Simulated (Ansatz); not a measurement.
Entries from a set of simulations; values are calculated unless marked as measured.

```
A low-energy model for K2NiF4 (I4/mmm): bands, U and J
1.0
     6.53800   -2.00300   -2.00300
     6.53800    2.00300    2.00300
    -6.53800   -2.00300    2.00300
K Ni F
2 1 4
Direct
  0.35200 0.35200 0.00000
  0.64800 0.64800 0.00000
  0.00000 0.00000 0.00000
  0.15100 0.15100 0.00000
  0.84900 0.84900 0.00000
  0.00000 0.50000 0.50000
  0.50000 0.00000 0.50000
# method: DFT, LDA, plane waves, PAW (and 1 further level or step)
# program: Ansatz 0.2.0
# settings of one run: cutoff 420 eV, 12×12×12 k-mesh, smearing width 0.08 eV, default PAW, coordination {"Ni": "octahedral"}, magnetic state non-magnetic by constraint
# cost: 2 runs, 14 min in all on 1 × NVIDIA H100 80GB HBM3 (shared by 6 runs) with 3 threads of AMD EPYC 7R13 (Zen 3), shared host (the runs of this entry)
# notes: This run has no spin polarisation, although Ni can carry a moment. The cell and positions come from the Crystallography Open Database and are kept as given unless a step says otherwise. The bands cross the Fermi level under this constraint, which need not be the crystal’s state: magnetic order, correlation or a lattice distortion may open a gap.
# Ni d: U 8.07 eV, U′ 6.79 eV, J 0.64 eV, bare V 23.0 eV
# method: constrained RPA on non-magnetic LDA, 6×6×6 mesh, static; search for lower states off
```

[Paths, hosts, dates, memory and timing lines, banners, echoed tables and standing remarks are left out of the program output.]

[Logs are printed without paths, hosts, clocks, repeated set-up lines and the standing remarks that a program may print on its own settings, such as how far it seeks lower states.]

[Runs of the session that timed out or met a known fault of the program may be left out.]

[Hosts, paths, dates, database ids (printed as entryN), source tags and the programs' standing remarks are cut or masked in the printed files.]
